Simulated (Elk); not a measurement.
**MnZn: which magnetic order is lowest**

Wanted: the moments of MnZn and the energy of each order that was tried.

Program: Elk 11.2.3 (patched build). Level of theory: PBEsol; all-electron APW+lo, Dirac cores, scalar-relativistic bands. Results are calculated unless marked as measured.

## (1) Starting point

The structure is cubic, space group Pm-3m (No. 221). Conventional cell: a = 3.070 Å, b = 3.070 Å, c = 3.070 Å, α = 90.00°, β = 90.00°, γ = 90.00°. Nearest to Mn lie 8 Zn at 2.66 Å. Nearest to Zn lie 8 Mn at 2.66 Å. Farther neighbours are not listed.

## (2) Order 1, typed as ferro +

The parallel start comes first: it fits the smallest cell, keeps the most symmetry and shows whether parallel moments form.

The last three numbers of an atom's line are a seed field in its sphere. It points against the wanted moment and shrinks by the factor reducebf each loop.

File elk.in:

```
tasks
  0
  33
  73

xctype
  22

rgkmax
  7.0

nempty
  14

swidth
  0.003

reducebf
  0.5

epsengy
  1e-05

maxscl
  100

lmaxi
  3

stype
  0

mixtype
  3

mixsdb
  8

spinpol
  .true.

sppath
  './'

avec
  5.80145920260 0.00000000000 0.00000000000
  0.00000000000 5.80145920260 0.00000000000
  0.00000000000 0.00000000000 5.80145920260

atoms
  2
  'Mn.in'
  1
  0.0000000000 0.0000000000 0.0000000000   0.000000 0.000000 -0.105000
  'Zn.in'
  1
  0.5000000000 0.5000000000 0.5000000000   0.000000 0.000000 0.000000

ngridk
  8 8 8

plot3d
  0 0 0
  1 0 0
  0 1 0
  0 0 1
  16 16 16
```

On the command line:

```console
$ OMP_NUM_THREADS=2 elk
```

Numbers of over 12 decimals in the logs are rounded to 6 here.

The program printed:

```text
┌─────────────────────────┐
│ Elk code version 11.2.3 │
└─────────────────────────┘

All units are atomic (Hartree, Bohr, etc.)

┌─────────────────────────────────────────────────┐
│ Ground-state run starting from atomic densities │
└─────────────────────────────────────────────────┘

Lattice vectors :
   5.801459203       0.000000000       0.000000000
   0.000000000       5.801459203       0.000000000
   0.000000000       0.000000000       5.801459203

Reciprocal lattice vectors :
   1.083035334       0.000000000       0.000000000
   0.000000000       1.083035334       0.000000000
   0.000000000       0.000000000       1.083035334

Unit cell volume      :    195.2592998
Brillouin zone volume :    1.270363121

Muffin-tin inner radius fraction :   0.1000000000E-01

Nuclei treated as point charges

Species : 1 (Mn)
 parameters loaded from : Mn.in
 name : manganese
 nuclear charge    :   -25.00000000
 electronic charge :    25.00000000
 atomic mass :    100145.9370
 muffin-tin radius :    2.400000000
 number of radial points in muffin-tin :    993
 inner part over the whole radius :   0.9953723401E-02
 number on inner part of muffin-tin    :    700
 approximate nuclear radius :   0.7074591925E-04
 number of mesh points to nuclear radius :    330
 atomic positions (lattice), magnetic fields (Cartesian) :
  1 :   0.00000000  0.00000000  0.00000000    0.00000000  0.00000000 -0.10500000

Species : 2 (Zn)
 parameters loaded from : Zn.in
 name : zinc
 nuclear charge    :   -30.00000000
 electronic charge :    30.00000000
 atomic mass :    119233.3130
 muffin-tin radius :    2.400000000
 number of radial points in muffin-tin :    993
 inner part over the whole radius :   0.9843840322E-02
 number on inner part of muffin-tin    :    701
 approximate nuclear radius :   0.7484757725E-04
 number of mesh points to nuclear radius :    337
 atomic positions (lattice), magnetic fields (Cartesian) :
  1 :   0.50000000  0.50000000  0.50000000    0.00000000  0.00000000  0.00000000

Total number of atoms per unit cell :    2
Total muffin-tin volume :    115.8116716
 ratio of muffin-tin to unit cell volume :   0.5931173148

Spin treatment :
 spin-polarised
 global magnetic field (Cartesian) :    0.000000000       0.000000000       0.000000000
 collinear magnetisation in z-direction

Number of Bravais lattice symmetries :   48
Number of crystal symmetries         :   48
Crystal has inversion symmetry
Real symmetric eigensolver will be used

k-point grid :      8     8     8
k-point offset :    0.000000000       0.000000000       0.000000000
k-point set is reduced with full crystal symmetry group
Total number of k-points :       35

Muffin-tin radius times maximum |G+k| :    7.000000000
 using average radius
Maximum |G+k| for APW functions       :    2.916666667
Maximum (1/2)|G+k|²                   :    4.253472222
Maximum |G| for potential and density :    12.00000000
Constant for pseudocharge density :    7
 order of it for each species :   14  14
 order of it for pair densities of each species (exact exchange by exxq0 0: 14) :   10  10
Radial integration step length :    1

G-vector grid sizes :     24    24    24
Number of G-vectors :     5695

Maximum angular momentum used for
 APW functions            :    8
 outer part of muffin-tin :    6
 inner part of muffin-tin :    3

Total nuclear charge    :   -55.00000000
Total core charge       :    22.00000000
Total valence charge    :    33.00000000
Total excess charge     :    0.000000000
Total electronic charge :    55.00000000

Effective Wigner radius, rₛ :   0.9463536821

Number of empty states         :     28
Total number of valence states :     90
Total number of core states    :     22

Third-order local-orbitals added for an l without core states : T
Total number of local-orbitals :     45

Exchange-correlation functional :     22     0     0
 PBEsol, Phys. Rev. Lett. 100, 136406 (2008)
 gradient requirement :    1
 generalised gradient approximation (GGA)

Smearing type :    0
 Gaussian
Smearing width :   0.3000000000E-02
Effective electronic temperature (K) :    947.3250744

Mixing type :    3
 Broyden mixing, J. Phys. A: Math. Gen. 17, L317 (1984)

Kohn-Sham potential initialised from atomic data

┌──────────────────────────────┐
│ Self-consistent loop started │
└──────────────────────────────┘

┌─────────────────┐
│ Loop number : 1 │
└─────────────────┘

Energies :
 Fermi                       :     0.125570
 sum of occupied eigenvalues :     -1703.7978891525
 electron kinetic            :      2995.5547087753
 core electron kinetic       :      2666.4323942638
 Coulomb                     :     -5826.6910608612
 Coulomb potential           :     -4542.1635237210
 nuclear-nuclear             :     -476.58549432832
 electron-nuclear            :     -6174.3384104774
 Hartree                     :      824.23284394448
 Madelung                    :     -3555.6092990007
 xc potential                :     -157.05265427196
 xc effective B-field        :    -0.158907
 external B-field            :      0.000000
 exchange                    :     -118.24121436765
 correlation                 :     -2.947116
 electron entropic           :    -0.14480311916781E-03
 total energy                :     -2952.3248270914
 (external B-field energy excluded from total)

Density of states at Fermi energy :    32.17847093
 (states/Hartree/unit cell)

Estimated indirect band gap :   0.4086242087E-02
 from k-point 19 to k-point 22
Estimated direct band gap   :   0.4183575532E-02
 at k-point 19

Charges :
 core                        :    22.00000000
 valence                     :    33.00000000
 interstitial                :    2.214336993
 muffin-tins (core leakage)
  species : 1 (Mn)
   atom 1                    :    24.08238376     ( -0.2246771498E-06)
  species : 2 (Zn)
   atom 1                    :    28.70327925     (  0.8978777157E-04)
 total in muffin-tins        :    52.78566301
 total calculated charge     :    54.99978461
 total charge                :    55.00000000
 error                       :   0.2153937871E-03

Moments :
 interstitial                :   0.1821250011E-01
 muffin-tins
  species : 1 (Mn)
   atom 1                    :    2.926422189
  species : 2 (Zn)
   atom 1                    :  -0.1128242720E-01
 total in muffin-tins        :    2.915139762
 total moment                :    2.933352262

┌─────────────────┐
│ Loop number : 2 │
└─────────────────┘

Energies :
 Fermi                       :     0.127505
 sum of occupied eigenvalues :     -1703.8104889169
 electron kinetic            :      2994.4550736685
 core electron kinetic       :      2665.9069150650
 Coulomb                     :     -5826.8247123444
 Coulomb potential           :     -4542.1205479930
 nuclear-nuclear             :     -476.58549432832
 electron-nuclear            :     -6174.6392383394
 Hartree                     :      824.40002032336
 Madelung                    :     -3555.7644383479
 xc potential                :     -156.00698264534
 xc effective B-field        :    -0.159204
 external B-field            :      0.000000
 exchange                    :     -118.24773212342
 correlation                 :     -2.947228
 electron entropic           :    -0.13943622048458E-03
 total energy                :     -2953.5647378807
 (external B-field energy excluded from total)

Density of states at Fermi energy :    30.98582677
 (states/Hartree/unit cell)

Estimated indirect band gap :   0.3987384918E-02
 from k-point 19 to k-point 22
Estimated direct band gap   :   0.4101663614E-02
 at k-point 19

Charges :
 core                        :    22.00000000
 valence                     :    33.00000000
 interstitial                :    2.218112094
 muffin-tins (core leakage)
  species : 1 (Mn)
   atom 1                    :    24.06062202     ( -0.2246773274E-06)
  species : 2 (Zn)
   atom 1                    :    28.72126589     (  0.8948016114E-04)
 total in muffin-tins        :    52.78188791
 total calculated charge     :    54.99978529
 total charge                :    55.00000000
 error                       :   0.2147144809E-03

Moments :
 interstitial                :   0.1974250235E-01
 muffin-tins
  species : 1 (Mn)
   atom 1                    :    2.929103504
  species : 2 (Zn)
   atom 1                    :  -0.1323497404E-01
 total in muffin-tins        :    2.915868530
 total moment                :    2.935611032

RMS change in Kohn-Sham potential (target) :    5.062823482     (  0.1000000000E-05)
Absolute change in total energy (target)   :    1.239910789     (  0.1000000000E-04)

[... loops 3 to 20 left out ...]

┌──────────────────┐
│ Loop number : 21 │
└──────────────────┘

Energies :
 Fermi                       :     0.239050
 sum of occupied eigenvalues :     -1700.5753378083
 electron kinetic            :      2999.1037109239
 core electron kinetic       :      2666.5999091369
 Coulomb                     :     -5829.9210320548
 Coulomb potential           :     -4540.5642252943
 nuclear-nuclear             :     -476.58549432832
 electron-nuclear            :     -6182.2260782192
 Hartree                     :      828.89054049271
 Madelung                    :     -3559.6389194076
 xc potential                :     -158.91958216690
 xc effective B-field        :    -0.195241
 external B-field            :      0.000000
 exchange                    :     -118.47880087140
 correlation                 :     -2.947838
 electron entropic           :    -0.13622362153393E-03
 total energy                :     -2952.2440960716
 (external B-field energy excluded from total)

Density of states at Fermi energy :    30.27191590
 (states/Hartree/unit cell)

Estimated indirect band gap :   0.4144967613E-02
 from k-point 18 to k-point 19
Estimated direct band gap   :   0.9203954897E-02
 at k-point 4

Charges :
 core                        :    22.00000000
 valence                     :    33.00000000
 interstitial                :    2.239563044
 muffin-tins (core leakage)
  species : 1 (Mn)
   atom 1                    :    23.72157553     ( -0.2246775903E-06)
  species : 2 (Zn)
   atom 1                    :    29.03886143     (  0.8267177327E-04)
 total in muffin-tins        :    52.76043696
 total calculated charge     :    54.99980279
 total charge                :    55.00000000
 error                       :   0.1972067306E-03

Moments :
 interstitial                :   0.3570800423E-01
 muffin-tins
  species : 1 (Mn)
   atom 1                    :    3.244398489
  species : 2 (Zn)
   atom 1                    :  -0.7968174485E-01
 total in muffin-tins        :    3.164716744
 total moment                :    3.200424748

RMS change in Kohn-Sham potential (target) :   0.2702305052E-06 (  0.1000000000E-05)
Absolute change in total energy (target)   :   0.4264396011E-05 (  0.1000000000E-04)

Convergence targets achieved

┌──────────────────┐
│ Loop number : 22 │
└──────────────────┘

Energies :
 Fermi                       :     0.239050
 sum of occupied eigenvalues :     -1700.5753362527
 electron kinetic            :      2999.1037090570
 core electron kinetic       :      2666.5999105163
 Coulomb                     :     -5829.9210274539
 Coulomb potential           :     -4540.5642268529
 nuclear-nuclear             :     -476.58549432832
 electron-nuclear            :     -6182.2260674530
 Hartree                     :      828.89053432736
 Madelung                    :     -3559.6389140275
 xc potential                :     -158.91957792030
 xc effective B-field        :    -0.195241
 external B-field            :      0.000000
 exchange                    :     -118.47880041410
 correlation                 :     -2.947838
 electron entropic           :    -0.13622412495263E-03
 total energy                :     -2952.2440928795
 (external B-field energy excluded from total)

Density of states at Fermi energy :    30.27202777
 (states/Hartree/unit cell)

Estimated indirect band gap :   0.4144984352E-02
 from k-point 18 to k-point 19
Estimated direct band gap   :   0.9203839688E-02
 at k-point 4

Charges :
 core                        :    22.00000000
 valence                     :    33.00000000
 interstitial                :    2.239563197
 muffin-tins (core leakage)
  species : 1 (Mn)
   atom 1                    :    23.72157523     ( -0.2246773594E-06)
  species : 2 (Zn)
   atom 1                    :    29.03886157     (  0.8267177255E-04)
 total in muffin-tins        :    52.76043680
 total calculated charge     :    54.99980279
 total charge                :    55.00000000
 error                       :   0.1972066936E-03

Moments :
 interstitial                :   0.3570837614E-01
 muffin-tins
  species : 1 (Mn)
   atom 1                    :    3.244398332
  species : 2 (Zn)
   atom 1                    :  -0.7968178847E-01
 total in muffin-tins        :    3.164716543
 total moment                :    3.200424920

┌──────────────────────────────┐
│ Self-consistent loop stopped │
└──────────────────────────────┘

Wrote STATE.OUT
```

Run time: 75 s. Hardware: 2 threads of Arm Neoverse V2, shared host; peak memory 0.13 GiB; 2.4 min of CPU time.

This step gave:

```yaml
density_of_states_at_the_fermi_level: 1.112 states/eV/cell
moment_between_the_spheres: 0.03571 μB
magnetization: 3.200 μB
final_state: ferromagnetic
largest_moment: 3.244 μB
```

After 22 cycles the largest moment stands at 3.24 μB.

[end of part 1 of 2]

[Logs and program files are shortened in this print: banners, set-up blocks, solver, clock and traceback lines can be left out without a mark of their own.]

[Logs are printed without paths, hosts, clocks, repeated set-up lines and the standing remarks that a program may print on its own settings, such as how far it seeks lower states.]

[Hosts, paths, dates, database ids (printed as entryN), source tags and the programs' standing remarks are cut or masked in the printed files.]

[Where a cell is said to come from a database of computed structures, the database is the Materials Project.]
